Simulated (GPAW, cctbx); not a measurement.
# Reading charge transfer from structure factors

NaCrI3, P6_3/mmc (no. 194), a = 7.9196 Å, b = 7.9196 Å, c = 6.7623 Å, α = 90.00°, β = 90.00°, γ = 120.00°.

```csv
atom,mult.,x,y,z
I1,6,0.3349,0.1674,3/4
Cr1,2,0,0,1/2
Na1,2,1/3,2/3,3/4
```

The start was made by putting kin elements into a known structure type; the compound need not exist, or be stable, in this form.

Absolute values of the static structure factors of the conventional cell from DFT (PBE, GPAW) against free spherical atoms, in electrons:

```csv
hkl,d (Å),free atoms,crystal
100,6.859,84.19,84.45
101,4.815,68.86,69.27
110,3.960,34.45,35.17
200,3.429,106.98,107.23
002,3.381,253.36,253.86
201,3.058,248.04,248.19
102,3.033,4.39,4.09
210,2.592,74.11,73.83
112,2.571,105.34,105.12
211,2.421,56.78,56.72
```

**Question.** Which way does charge move, and which reflections show it best?

Project each element's phase sum on the total phase. |F| rises if density moves to atoms that scatter in phase and falls if it moves to atoms that scatter against it; the rule is for low angles, since changes of shape take over beyond. Where all elements are in phase the terms compete, and the compactness of the donor's and the acceptor's density matters too.

| hkl | I in phase | Cr in phase | Na in phase | change (e) | (%) |
| --- | --- | --- | --- | --- | --- |
| 100 | +1.0 | +2.0 | -1.0 | +0.26 | +0.3 |
| 101 | +1.8 | 0.0 | -1.7 | +0.41 | +0.6 |
| 110 | +2.0 | -2.0 | -2.0 | +0.73 | +2.1 |
| 200 | +3.0 | -2.0 | +1.0 | +0.25 | +0.2 |
| 002 | +6.0 | -2.0 | +2.0 | +0.50 | +0.2 |
| 201 | +5.2 | 0.0 | +1.7 | +0.15 | +0.1 |
| 102 | -1.0 | +2.0 | +1.0 | -0.29 | -6.7 |
| 210 | +1.1 | +2.0 | -1.0 | -0.28 | -0.4 |

Low-angle reflections that set elements apart and change by more than 0.05 e: 100, 101, 110, 200, 002, 201, 102 and 210. The signs fit a gain of density on I and a loss on Cr and Na, apart from 210. The best witness is 102, -6.7 %, where I enters with -1.0. The real-space density agrees: Voronoi charges I -0.18, Cr +0.14, Na +0.40 e. The shortest bond, I–Cr, has Δρ = +0.05 e/Å³ at its midpoint. Limits: a ferromagnetic start is the only order tried, and the real ground state may be antiferromagnetic or insulating.

[Outputs are excerpts: Python notices, other lines and further rows are left out; steps that failed or that the build refused (PBEsol, TPSS) are not shown.]

[Logs are printed without paths, hosts, clocks, repeated set-up lines and the standing remarks that a program may print on its own settings, such as how far it seeks lower states.]
